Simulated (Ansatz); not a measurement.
**Scanning the volume in random zinc-blende alloy of CdS and CdSe**

Aim: the energy and the gap along the volume, with no relaxation at each point.

Main program and level: Ansatz 0.2.0; Kohn-Sham DFT, PBE, PAW set soft_1 (large core), plane waves.

## Step 1: Starting point

The cell holds 64 atoms: 32 Cd, 28 Se and 4 S. Cell: a = 12.089 Å, b = 12.089 Å, c = 12.089 Å, α = 90.0°, β = 90.0°, γ = 90.0°. Zinc-blende CdS, 2 x 2 x 2 conventional cells, 28 of 32 S sites given to Se at random (x = 0.875), lattice by Vegard's rule (a = 6.045 A); displaced by a Gaussian of 0.02 A.

## Step 2: Script and output

The script builds the cell with ASE, from fixed seeds where it draws at random, so the run can be repeated from this text alone. Only Γ is sampled; the cell is 12.0 Å or more across in its periodic directions. A smearing of 0.05 eV is typed, for levels that come near the Fermi level; it changes nothing where a wide gap is open. The PAW files are read from a folder beside the script (Ansatz's set soft_1), and the density starts from superposed atoms. Large-core PAW files are asked for; elements that have one carry fewer electrons, which cuts the cost. The atoms are relaxed first, so that the scan starts at or near a minimum at this cell. No cutoff is typed, so the potentials' recommended one is used (420 eV). The cell is scaled with the atoms at fixed fractional positions, and a Birch–Murnaghan curve is fitted.

Input file scan.py:

```python
import time
import numpy as np
from ase.build import bulk
from ase.eos import EquationOfState
from ase.units import GPa
import ansatz as az

u = bulk('CdS', 'zincblende', a=6.0446, cubic=True)
atoms = u.repeat([2, 2, 2])
rng = np.random.default_rng(30)
sites = rng.permutation([a.index for a in atoms if a.symbol == 'S'])
new = ['Se'] * 28
for k, e in zip(sites, new): atoms[k].symbol = e
atoms.rattle(0.02, seed=30)
atoms.wrap()
print(f"{len(atoms)} atoms ({atoms.get_chemical_formula()}), volume {atoms.get_volume():.1f} A^3")

def setup(atoms):
    return (
        az.Crystal.from_ase(atoms)
        .calculation()
        .functional("pbe")
        .pseudopotentials("paw", azcp={"folder": "./paw"}, xc_functional="pbe", core="large")
        .kpoints(1, 1, 1)
        .occupations("gaussian", width=0.05)
    )

def gap_of(report):
    e = np.concatenate(report["eigenvalues_ev"]); f = np.concatenate(report["occupations"])
    f = f / f.max()  # a half-filled level counts on both sides, so the gap is then zero
    return e[f > 0.3].max(), e[f < 0.7].min()

def relaxed(atoms):
    steps = []
    calc = setup(atoms).relax(force_tolerance=0.03, max_steps=100).forces()
    keep = lambda event: steps.append(event["data"]) if event["event"] == "relax_step" and event["data"].get("accepted", True) else None
    try:
        az.Session.from_yaml(calc.to_yaml()).plan(threads=4).execute(on_event=keep)
    except az.NonConvergedError as error:
        print("relaxation stopped at the step limit:", str(error).split(". ")[0])
    final = atoms.copy()
    final.set_cell(steps[-1].get("cell_ang", atoms.cell))
    final.positions = steps[-1]["positions_ang"]
    print(f"{len(steps)} steps, energy change {steps[-1]['lagrangian_ev'] - steps[0]['lagrangian_ev']:+.3f} eV, largest force component {steps[-1]['allowed_force_max_ev_ang']:.3f} eV/A", flush=True)
    return final

start = time.time()
start_cell = relaxed(atoms)
start_cell.set_constraint()
print(f"relaxed first, in {time.time() - start:.0f} s")

rows = []
for x in [0.96, 0.99, 1.02, 1.05, 1.08, 1.11, 1.14]:
    a = start_cell.copy()
    a.set_cell(a.cell[:] * x ** (1 / 3), scale_atoms=True)
    try:
        r = setup(a).forces().stress().band_table().run(threads=4).report
    except az.AnsatzError as error:
        print(x, 'failed:', str(error)[:110])
        continue
    print(x, f"F = {r['free_energy_ev']:.4f} eV after {r['n_iterations']} iterations", flush=True)
    homo, lumo = gap_of(r)
    rows.append((x, r['free_energy_ev'], np.sqrt(np.mean(np.square(r['forces_ev_ang']))), max(lumo - homo, 0), np.trace(r['stress_gpa']) / 3))
low = min(e for _, e, *_ in rows)
print("      V/V0  E - Emin (meV/atom)  rms force (eV/A)  gap (eV)  P (GPa)")
for x, e, f, gap, p in rows:
    print(f"{x:10.3f} {1000 * (e - low) / len(atoms):20.2f} {f:17.3f} {gap:9.3f} {p:8.2f}")
eos = EquationOfState([x * atoms.get_volume() for x, *_ in rows], [e for _, e, *_ in rows], "birchmurnaghan")
v0, e0, b0 = eos.fit()
print(f"fit with the ions carried along unrelaxed: V0 = {v0 / len(atoms):.3f} A^3/atom ({v0 / atoms.get_volume():.3f} of the start), B0 = {b0 / GPa:.1f} GPa")
```

Launch:

```sh
> python scan.py
```

The log of the run:

```text
64 atoms (Cd32S4Se28), volume 1766.8 A^3
DeckWarning: basis.ecutwfc = 420 eV, auto-derived from the records' recommended cutoffs: set by Cd (normal level)
DeckWarning: the run uses datasets of another core than the elements' own (`hamiltonian.pseudopotentials.core`, or a label behind a path under `azcp` there): Se's ./paw/Se.paw.azcp#standard-large-core (a large core, 6 electrons in the bands). Numbers of electrons [...]
4 steps, energy change -0.671 eV, largest force component 0.026 eV/A
relaxed first, in 74 s
0.96 F = -339979.1437 eV after 10 iterations
0.99 F = -339980.7423 eV after 10 iterations
1.02 F = -339981.7063 eV after 10 iterations
1.05 F = -339982.1311 eV after 9 iterations
1.08 F = -339982.0979 eV after 10 iterations
1.11 F = -339981.6727 eV after 10 iterations
1.14 F = -339980.9131 eV after 10 iterations
      V/V0  E - Emin (meV/atom)  rms force (eV/A)  gap (eV)  P (GPa)
     0.960                46.68             0.010     0.727     5.89
     0.990                21.70             0.007     0.663     3.82
     1.020                 6.64             0.008     0.600     2.06
     1.050                 0.00             0.010     0.539     0.55
     1.080                 0.52             0.013     0.479    -0.73
     1.110                 7.16             0.016     0.421    -1.82
     1.140                19.03             0.018     0.364    -2.74
fit with the ions carried along unrelaxed: V0 = 29.330 A^3/atom (1.062 of the start), B0 = 45.9 GPa
```

Elapsed: 4.7 min, on 4 threads of Arm Neoverse V1, shared host; peak memory 2.7 GiB.

## Step 3: Outcome

```json
{
 "lowest point of the scan": "1.05 times the starting volume",
 "energy range": "46.7 meV/atom",
 "gap along the scan": "0.364 to 0.727 eV",
 "fitted volume": "29.330 Å³/atom",
 "fitted bulk modulus, ions unrelaxed": "45.9 GPa"
}
```

**Reading.** The lowest of the points computed is at 1.05 times the starting volume; the scan spans 46.7 meV/atom. With the ions carried along unrelaxed the modulus tends to lie above the relaxed one. The gap goes from 0.727 eV at 0.96 to 0.364 eV at 1.14, so expansion at fixed fractional positions narrows it. Unless the band edges fold onto the sampled k-points, the gap at this level is narrower than the printed one, by up to an eV in wide bands, and a small gap may close. Local and semilocal functionals put gaps too low. Spin–orbit coupling is left out, and it can shift gaps where Se states form a band edge. Notices that the program raised in these runs, those on memory apart: datasets by core.

[Logs are printed without paths, hosts, clocks, repeated set-up lines and the standing remarks that a program may print on its own settings, such as how far it seeks lower states.]

[Hosts, paths, dates, database ids (printed as entryN), source tags and the programs' standing remarks are cut or masked in the printed files.]

[Scripts of this kind were picked in part by their result: those with far moves, changed bonds, near-zero gaps or large misses at database cells are mostly left out.]
